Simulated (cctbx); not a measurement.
## Ho2TeSe2: solution and refinement

Cell a = 4.3160 Å, b = 5.5770 Å, c = 13.7000 Å, α = 90.00°, β = 90.00°, γ = 90.00°; space group Immm (no. 71); content Ho4 Te2 Se4.

Simulated single-crystal data (cctbx): Mo Kα, λ = 0.71073 Å, to d = 0.77 Å, 95 % of the full sphere, strongest reflection 40000 counts, noise from counting, a 2 % proportional error and a noise floor of 4 counts (s.d.); no absorption.

Charge flipping in P1 on normalised amplitudes to 0.8 Å, δ = 1 σ, 30 % of the reflections treated as weak, 300 cycles:

```text
cycle      R  skewness
    0  0.524     0.34
   25  0.417     3.68
   50  0.404     4.35
   75  0.421     4.33
  100  0.407     4.21
  125  0.405     4.12
  150  0.402     4.06
  175  0.421     4.04
  200  0.409     4.00
  225  0.409     4.00
  250  0.412     4.22
  275  0.414     4.06
origin shift          correlation  skewness
 0.184  0.353  0.134      0.987      6.78
 0.185  0.354  0.473      0.983      5.69
 0.184  0.353  0.134      0.987      6.78
 0.183  0.092  0.131      0.942      3.69
taken: symmetry correlation 0.987, skewness 6.78
peak      x       y       z  mult  height/sigma
Q1    0.0000  0.0000  0.5000    2     17.3
Q2    0.0000  0.5000  0.1499    4     15.4
Q3    0.0000  0.0000  0.1879    4      5.7
Q4    0.0000  0.5000  0.5000    2      4.5
Q5    0.1347  0.0000  0.4139    8      1.7
Q6    0.0000  0.0000  0.0945    4      1.4
Q7    0.1667  0.4000  0.0972   16      1.3
Q8    0.2573  0.1825  0.0000    8      1.3
```

The origin is taken among those within 0.04 of the best correlation, by the skewness of the map.

It took 0.28 s on 1 thread of Arm Neoverse V2 (shared host), peak memory 0.07 GiB.

Q: Assign the peaks.

Heights follow Z only loosely here, so the multiplicities, which must add up to the content, decide. First model: Q1 = Te1 (2 in the cell, height 17.3), Q2 = Ho1 (4 in the cell, height 15.4) and Q3 = Se1 (4 in the cell, height 5.7). Against the true structure, Q1 is Te, Q2 is Ho and Q3 is Se; the other peaks are not atoms.

Least squares on F², isotropic:

```text
Rint 0.019, 243 unique reflections to 0.77 A
cycle     R1     wR2    GooF  max shift (A)
   1  0.5034  0.7969  51.289   0.21864
   4  0.1037  0.2592  16.681   0.00000
final R1 0.1037 wR2 0.2592 GooF 16.681  parameters 5  data/parameter 48.6
atom        x        y        z      Ueq    occ   su(xyz)  su(Uiso or U11)
Te1    0.00000  0.00000  0.50000   0.0265  1.000  0.00000  0.0014
Ho1    0.00000  0.50000  0.16911   0.0272  1.000  0.00021  0.0011
Se1    0.00000  0.00000  0.20387   0.0164  1.000  0.00034  0.0013
difference map: max 18.35 min -8.95 rms 1.16
Q1    0.0000  0.5000  0.2016    4   19.28  0.45 A from Ho1
Q2    0.0000  0.5000  0.1368    4   18.21  0.44 A from Ho1
Q3    0.0967  0.0000  0.5000    4    4.07  0.42 A from Te1
Q4    0.1207  0.3292  0.1654   16    2.37  1.09 A from Ho1
Q5    0.0000  0.5000  0.2814    4    2.25  1.54 A from Ho1
```

Anisotropic refinement:

```text
Rint 0.019, 243 unique reflections to 0.77 A
cycle     R1     wR2    GooF  max shift (A)
   1  0.1037  0.2592  16.896   0.00113
   2  0.0061  0.0144   0.938   0.00000
final R1 0.0061 wR2 0.0144 GooF 0.938  parameters 11  data/parameter 22.1
atom        x        y        z      Ueq    occ   su(xyz)  su(Uiso or U11)
Te1    0.00000  0.00000  0.50000   0.0261  1.000  0.00000  0.0002
Ho1    0.00000  0.50000  0.16919   0.0256  1.000  0.00001  0.0001
Se1    0.00000  0.00000  0.20390   0.0164  1.000  0.00002  0.0001
difference map: max 0.23 min -0.30 rms 0.07
Q1    0.0000  0.0000  0.4181    4    0.23  1.12 A from Te1
Q2    0.0000  0.3313  0.4058    8    0.22  2.25 A from Te1
Q3    0.0000  0.5000  0.0718    4    0.22  1.33 A from Ho1
Q4    0.0000  0.1404  0.1655    8    0.21  0.94 A from Se1
Q5    0.0728  0.3582  0.1535   16    0.20  0.88 A from Ho1
Q6    0.1493  0.2346  0.1200   16    0.19  1.75 A from Ho1
```

**Reading.** The refinement ends at R1 = 0.0061, wR2 = 0.0144, GooF = 0.94, with difference density between -0.30 and 0.23 e/Å³. Every site matches the true model in element, within 0.001 Å r.m.s., up to an allowed shift of origin.

True model:

| atom | mult. | x | y | z | Ueq (Å²) |
| --- | --- | --- | --- | --- | --- |
| Ho1 | 4 | 0 | 1/2 | 0.6692 | 0.0256 |
| Te1 | 2 | 0 | 0 | 0 | 0.0262 |
| Se1 | 4 | 1/2 | 1/2 | 0.7961 | 0.0164 |

This is a model crystal, built by substitution and not relaxed, with assumed displacement parameters.

[Middle refinement cycles are left out of these outputs.]

[Logs are printed without paths, hosts, clocks, repeated set-up lines and the standing remarks that a program may print on its own settings, such as how far it seeks lower states.]
